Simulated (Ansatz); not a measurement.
# A hypothetical structure for Li2TiBr4, part 2 of 2

Starting from a made-up structure for Li2TiBr4, the aim is the relaxed cell, its shortest contacts and, where a second run follows, its electronic structure.

Ansatz 0.2.0; DFT, PBEsol, plane-wave PAW, files of the set soft_1, scalar-relativistic, no spin, cell and ions relaxed at zero pressure; PAW set soft_1 (the session's first sound run).

So far: The structure; Relaxing cell and atoms.

## 2. Relaxing cell and atoms (continued)

The steps of the relaxation:

| step | energy less that of the first step (eV) | largest force component (eV/Å) | pressure (GPa) | volume (Å³) |
| --- | --- | --- | --- | --- |
| 1 | 0.0000 | 0.2615 | -2.96 | 169.44 |
| 2 | -0.1931 | 0.2161 | -0.14 | 156.00 |
| 3 | -0.1936 | 0.2992 | 0.45 | 146.20 |
| 4 | -0.2296 | 0.0274 | -0.05 | 152.23 |
| 5 | -0.2302 | 0.0026 | 0.00 | 151.50 |
| 6* | -0.2289 | 0.0021 | 0.01 | 151.50 |

Relaxation steps marked * repeat the geometry before them on a plane-wave basis chosen anew for their cell, so energy and pressure can jump there. Relaxation step 3 was tried and not accepted.

The run keeps the 8 symmetry operations that it works with, so distortions that break them were not tested.

| conventional cell, symmetrised | before | after | change |
| --- | --- | --- | --- |
| a (Å) | 7.864 | 7.825 | -0.5 % |
| b (Å) | 11.155 | 10.846 | -2.8 % |
| c (Å) | 3.863 | 3.570 | -7.6 % |
| volume (Å³/atom) | 24.21 | 21.64 | -10.6 % |

The atoms that moved most (Å, as changes of fractional coordinates times the final cell):

| atom | dx | dy | dz | length |
| --- | --- | --- | --- | --- |
| Br3 | 0.055 | 0.000 | 0.000 | 0.055 |
| Br4 | -0.055 | 0.000 | 0.000 | 0.055 |
| Br2 | 0.000 | 0.007 | 0.000 | 0.007 |
| Br1 | 0.000 | -0.007 | 0.000 | 0.007 |

This step gave:

```
free energy             : -13834.7609 eV
energy at zero smearing : -13834.7371 eV
smearing term TS        : 0.04755 eV
Fermi energy            : 7.160 eV
electrons               : 46
symmetry operations     : 8
pressure                : 0.005135 GPa
```

The shortest distance of each pair, which need not be the same contact before and after:

| pair | guess (Å) | relaxed (Å) |
| --- | --- | --- |
| Br–Ti | 2.692 | 2.622 |
| Br–Li | 2.758 | 2.649 |
| Br–Br | 3.750 | 3.570 |
| Ti–Ti | 3.863 | 3.570 |
| Li–Li | 3.863 | 3.570 |

The relaxation ends with a largest force component of 0.0021 eV/Å and a pressure of 0.01 GPa.

## 3. Bands of the relaxed cell

With the geometry fixed, one more self-consistent run, with a narrower smearing and the mesh shown in its input, gives the bands, and its pressure, and its forces where symmetry allows any, show how far the geometry depends on these settings.

This step: DFT, PBEsol, plane-wave PAW, files of the set soft_1, scalar-relativistic, no spin, bands and density of states at the relaxed cell; PAW set soft_1 (Ansatz 0.2.0).

input.yaml

```yaml
crystal:
  lattice:
    - [3.9122628468, -5.4228190767, 0.0]
    - [3.9122628468, 5.4228190767, 0.0]
    - [0.0, 0.0, 3.5704045141]
  atoms:
    - { symbol: Br, position: [0.2426332556, 0.7573667444, 0.0] }
    - { symbol: Br, position: [0.7573667444, 0.2426332556, 0.0] }
    - { symbol: Br, position: [0.2454100785, 0.2454100785, 0.5] }
    - { symbol: Br, position: [0.7545899215, 0.7545899215, 0.5] }
    - { symbol: Ti, position: [0.0, 0.0, 0.0] }
    - { symbol: Li, position: [0.0, 0.5, 0.5] }
    - { symbol: Li, position: [0.5, 0.0, 0.5] }
kpoints:
  mp_grid: { grid: [6, 6, 8] }
  band_path:
    path:
      - [[0.0, 0.0, 0.0], [0.38012053, 0.38012053, 0.0], [0.0, 0.5, 0.0], [0.0, 0.5, 0.5], [0.38012053, 0.38012053, 0.5], [0.0, 0.0, 0.5], [0.0, 0.0, 0.0], [-0.5, 0.5, 0.0], [-0.38012053, 0.61987947, 0.0], [-0.38012053, 0.61987947, 0.5], [-0.5, 0.5, 0.5], [-0.5, 0.5, 0.0]]
      - [[0.0, 0.0, 0.5], [-0.5, 0.5, 0.5]]
    npoints: 6
scf:
  occupations: { method: fermi_dirac, width: 0.03 }
  n_extra_bands: 11
hamiltonian:
  xc: pbesol
  pseudopotentials: { kind: paw, azcp: { folder: soft_1 }, xc_functional: pbe }
output:
  forces: true
  stress: true
  write_bands: true
  dos: { projected: true }
  write_density: true
  write_potential: true
  elf: true
  volumetric_format: npy
```

Run with:

```bash
$ ansatz run input.yaml --threads 4 --pin off --max-ram 10240MiB --backend cpu --events-out ev --progress --plain --runs-dir out
```

Numbers of over 12 decimals in the logs are rounded to 6 here.

What it wrote:

```text
[...]
Crystal: 7 atoms, lattice volume = 151.496 Å³
Basis set: ecut = 420 eV, 2965 PW (Γ), exchange–correlation on 90×90×48 points (8 copies of the dense FFT grid, shifted against one another)
Bands: 34, of which v1, the nominal top of the filled ones, is band 23 counted from 1 (22 counted from 0)
Symmetry: 8 space group operations
[...]
k-points: 65 of 288
[...]
SCF iter   1: F=—  HF=-13846.137768 eV  |F-HF|=—  |Δ(HF+E_count)|=         —  Δρ=2.52e-1  dr2=2.15e2  ethr=3.10e-3  ⟨swp⟩=6.8  Hψ=10181  notcnv=0  defer=17
[...]
SCF iter  13: F=-13834.744271 eV  HF=-13834.744271 eV  |F-HF|=5.61e-8  |Δ(HF+E_count)|=   9.61e-8  Δρ=6.88e-6  dr2=8.83e-8  ethr=2.17e-10  ⟨swp⟩=15.7  Hψ=17985  notcnv=0
SCF 1 converged in 13 iterations: F = -13834.744271 eV  dr2 = 8.83e-8
[...]
NSCF: frozen V_eff on 74 k-points
SCF converged after 13 iterations
Free energy (F): -13834.744271 eV
[...]
Internal energy: -13834.725388 eV  (E = F + TS)
E sigma→0 (E₀):  -13834.734830 eV
Entropy (-TS):   -0.018883 eV (-2.698 meV/atom)
Fermi energy:    7.178699 eV
[...]
--- Forces (eV/Å), atoms counted from 1 ---
  atom   1  Br     0.00000000    -0.00990175     0.00000000
  atom   2  Br    -0.00000000     0.00990175    -0.00000000
  atom   3  Br    -0.03151685    -0.00000000     0.00000000
  atom   4  Br     0.03151685     0.00000000     0.00000000
  atom   5  Ti     0.00000000    -0.00000000     0.00000000
  atom   6  Li    -0.00000000    -0.00000000     0.00000000
  atom   7  Li     0.00000000     0.00000000     0.00000000
  max |Σ_I F_I| component: 1.39e-17 eV/Å
--- Stress (GPa, compression-positive) ---
       -0.134282       0.000000       0.000000
        0.000000       0.087391      -0.000000
        0.000000      -0.000000      -0.026961
  P = ⅓ Tr σ = -0.0246 GPa (-0.246 kbar)
--- Band table (eV; the first three rows and the last of 65) ---
  k-point 0: bands = [... 19 lower, 3.4056, 3.5157, 3.8708, 6.4216, 7.4905, 7.5930, 8.6703, 8.7716, ... 7 higher]
  k-point 1: bands = [... 19 lower, 3.2638, 3.3063, 3.4547, 6.7402, 7.4421, 7.5173, 8.5129, 8.7782, ... 7 higher]
  k-point 2: bands = [... 19 lower, 2.8118, 3.1519, 3.1574, 7.3304, 7.3377, 7.3824, 8.6004, 8.6561, ... 7 higher]
  k-point 64: bands = [... 19 lower, 2.4589, 2.8032, 3.0421, 6.7885, 6.8863, 8.1717, 8.9185, 8.9931, ... 7 higher]
```

The job ended after 7.7 s (4 threads of AMD EPYC 7B13 (Zen 3), shared host; peak memory 0.68 GiB).

This step gave:

| Property | Result |
| --- | --- |
| free energy | -13834.7443 eV |
| energy at zero smearing | -13834.7348 eV |
| smearing term TS | 0.01888 eV |
| Fermi energy | 7.179 eV |
| pressure | -0.02462 GPa |

bands.tsv at the labelled points (eV, zero at the Fermi level; the bands that come nearest the Fermi level along the path):

```
point  band 20  band 21  band 22  band 23  band 24  band 25  band 26  band 27
    Γ    -3.77    -3.66    -3.31    -0.76     0.31     0.41     1.49     1.59
    X    -4.04    -3.93    -3.52    -0.64     0.44     0.51     1.08     1.46
    S    -3.89    -3.85    -3.42    -0.59     0.33     0.43     1.44     1.48
    R    -4.65    -4.65    -4.60    -0.14    -0.11     1.01     1.49     1.81
    A    -4.80    -4.67    -4.22    -0.31    -0.24     1.00     1.68     1.88
    Z    -4.97    -4.90    -4.24     0.02     0.11     0.99     1.09     2.11
    Γ    -3.77    -3.66    -3.31    -0.76     0.31     0.41     1.49     1.59
    Y    -4.08    -3.88    -3.57    -0.71     0.44     0.57     0.94     1.48
   X1    -4.04    -3.93    -3.52    -0.64     0.44     0.51     1.08     1.46
   A1    -4.80    -4.67    -4.22    -0.31    -0.24     1.00     1.68     1.88
    T    -4.72    -4.38    -4.14    -0.39    -0.29     0.99     1.74     1.81
    Y    -4.08    -3.88    -3.57    -0.71     0.44     0.57     0.94     1.48
    Z    -4.97    -4.90    -4.24     0.02     0.11     0.99     1.09     2.11
    T    -4.72    -4.38    -4.14    -0.39    -0.29     0.99     1.74     1.81
```

Counts of states for the cell as run, both spins, by energy window (eV from the Fermi level):

```
from  to  total
  -8  -7   0.16
  -7  -6   6.78
  -6  -5   5.98
  -5  -4   9.60
  -4  -3   1.48
  -3  -2   0.00
  -2  -1   0.00
  -1   0   2.14
   0   1   3.85
   1   2   3.99
   2   3   1.34
   3   4   4.38
```

A further 20.0 states lie below the table's range.

Valence density in the ab plane of the conventional cell at fractional z = 0.500, with atoms of Br and Li within 0.2 Å of it. It is the smooth field of the valence electrons, not physical close to the nuclei.

Ten steps, logarithmic in the rise over the least value, from '_' (0.0 e/Å³) to '@' (6.6 e/Å³), each cell a mean:
```
..::==++++==++**==::____..--++**==++**++--::
....--==++++++==--..______::==++++++++--::..
__....::------::..________..::------::::..__
______..........______________........______
....____::++==..______________::++==..____..
....__..##@@%%--__........__..##@@%%--__....
....__..++%%##::__........__..++%%##::____..
________..::..________________..::..________
______....::::....__________....::::..______
____..::======--::........::--======--::____
__..::==******++==::....::--++******++--..__
__..--++**::==**++--::::::==++++..++**==::__
__..--++**==++**++--::..::==++++==++**==::__
____::==++++++++--::......--==++++++==--..__
____..::------::::..____....::------::..____
________........____________..........______
________::++==..____......____::++==..______
....__..##@@%%--__........__..##@@%%--__....
....__..++%%##::____......__..++%%##::__....
________..::..________________..::..________
______....::::..____________....::::....____
....::--======--::________..::======--::....
..::--++******++--..____..::==******++==::..
::::==++++..++**==::____..--++**::==**++--::
```
Columns run along a (7.8 Å), rows up along b (10.8 Å), edges of the conventional cell, whose origin can differ from the input's. Atoms in or near the plane, at fractional coordinates: Br at (0.25, 0.00), Br at (0.75, 0.50), Br at (0.25, 0.50), Br at (0.75, 0.00), Li at (0.25, 0.25), Li at (0.75, 0.75), Li at (0.25, 0.75), Li at (0.75, 0.25).

Electrostatic potential energy in the ab plane of the conventional cell at fractional z = 0.500, with atoms of Br and Li within 0.2 Å of it. With pseudopotentials it is smooth inside the atoms' cores, unlike the true potential.

Values in eV, 13 rows by 16 columns, each cell a mean:
```
  8   7  -8 -37 -40 -14   7  10  10   8  -4 -34 -41 -19   4   8
  9   9   7   5   4   7   9  10  10  10   8   5   4   6   9   9
  9   8   4  -9 -13   1   7   9   9   8   4  -9 -13   1   7   9
  9   8   2 -18 -23  -3   7   9   9   8   2 -18 -23  -3   7   9
 10   9   8   5   4   7   9   9   9   9   7   5   5   7   9  10
 10   9   2 -18 -24  -7   6   9   9   8  -1 -21 -23  -4   8  10
 10   8 -11 -51 -55 -34   2   8   8   6 -18 -53 -54 -26   5  10
 10   9   5  -8 -13  -1   7   9   9   8   3 -10 -11   1   9  10
 10   9   7   3   2   6   8   9   9   9   7   3   2   6   9  10
  9   8   1 -22 -28  -5   6   9   9   8   1 -22 -28  -5   6   9
  9   8   5  -3  -5   3   8   9  10   9   5  -3  -5   3   8   9
  9   9   7   2   1   6   9  10  10  10   7   2   0   5   8   9
  8   6 -14 -47 -48 -21   6  10  10   8  -8 -43 -50 -27   3   8
```
Columns run along a (7.8 Å; values clipped at the 3rd and 97th percentile), rows up along b (10.8 Å), edges of the conventional cell, whose origin can differ from the input's. Atoms in or near the plane, at fractional coordinates: Br at (0.25, 0.00), Br at (0.75, 0.50), Br at (0.25, 0.50), Br at (0.75, 0.00), Li at (0.25, 0.25), Li at (0.75, 0.75), Li at (0.25, 0.75), Li at (0.75, 0.25).

ELF in the ab plane of the conventional cell at fractional z = 0.500, with atoms of Br and Li within 0.2 Å of it. It is the smooth field of the valence electrons, not physical close to the nuclei.

Ten even steps from '_' (0.02) to '@' (0.93), each cell a mean:
```
::==##%%++::++@@@@**..__--%%@@##::--##%%++::
..::++##%%%%@@@@##==____::**%%@@%%%%%%**--..
____::==##%%%%##==..______::++##%%##**--..__
________..::::..____________..::::::..______
__________::..__________________::..________
________++@@%%..______________++@@%%..______
________--%%**________________--%%**________
____________________________________________
______::==++==::..__________::--++++--..____
____==##%%@@%%##==::..__..--**%%@@@@%%++::__
__::##@@@@####%%##==::..--**%%%%##%%@@%%++__
__==%%@@**__..##%%**::::==##%%==__--%%@@**..
__--%%@@##::--##%%++::::==##%%++::++@@@@**..
__::**%%@@%%%%%%**--....::++##%%%%@@@@##==__
____::++##%%##**--..______::==##%%%%##==..__
______..::::::..______________..::::..______
__________::..__________________::..________
________++@@%%..______________++@@%%..______
________--%%**________________--%%**________
____________________________________________
______::--++++--..__________::==++==::..____
__..--**%%@@@@%%++::______==##%%@@%%##==::..
..--**%%%%##%%@@%%++____::##@@@@####%%##==::
::==##%%==__--%%@@**..__==%%@@**__..##%%**::
```
Columns run along a (7.8 Å), rows up along b (10.8 Å), edges of the conventional cell, whose origin can differ from the input's. Atoms in or near the plane, at fractional coordinates: Br at (0.25, 0.00), Br at (0.75, 0.50), Br at (0.25, 0.50), Br at (0.75, 0.00), Li at (0.25, 0.25), Li at (0.75, 0.75), Li at (0.25, 0.75), Li at (0.75, 0.25).

## 4. Summary of results

| Property | Result |
| --- | --- |
| space group, relaxed | Cmmm |
| conventional cell | a = 7.825, b = 10.846, c = 3.570 Å; α = 90.0°, β = 90.0°, γ = 90.0° |
| volume per atom | 21.64 Å³ (guess 24.21) |

In words: Li2TiBr4 relaxes to Cmmm with a = 7.825, b = 10.846 and c = 3.570 Å. The guessed volume was 12 % too large. The space group Cmmm was held in the relaxation, so the end point is a stationary structure within it and may be a saddle against distortions or other arrangements. Bands cross the Fermi level, so it is a metal or semimetal at this level. Semilocal functionals can close a small real gap, so this isn't settled for compounds with anions. On the 6×6×8 mesh with the narrower smearing (relaxed on 4×4×7) the largest force component is 0.032 eV/Å and the largest stress component is 0.134 GPa, against the relaxation's thresholds of 0.015 eV/Å and 0.05 GPa. The cutoff wasn't tested. No dispersion term is used, so weakly bound directions may come out too long. The runs have no spin, and magnetism wasn't tested. Nothing here tests whether the compound is stable against decomposition.

[Logs are printed without paths, hosts, clocks, repeated set-up lines and the standing remarks that a program may print on its own settings, such as how far it seeks lower states.]

[Hosts, paths, dates, database ids (printed as entryN), source tags and the programs' standing remarks are cut or masked in the printed files.]
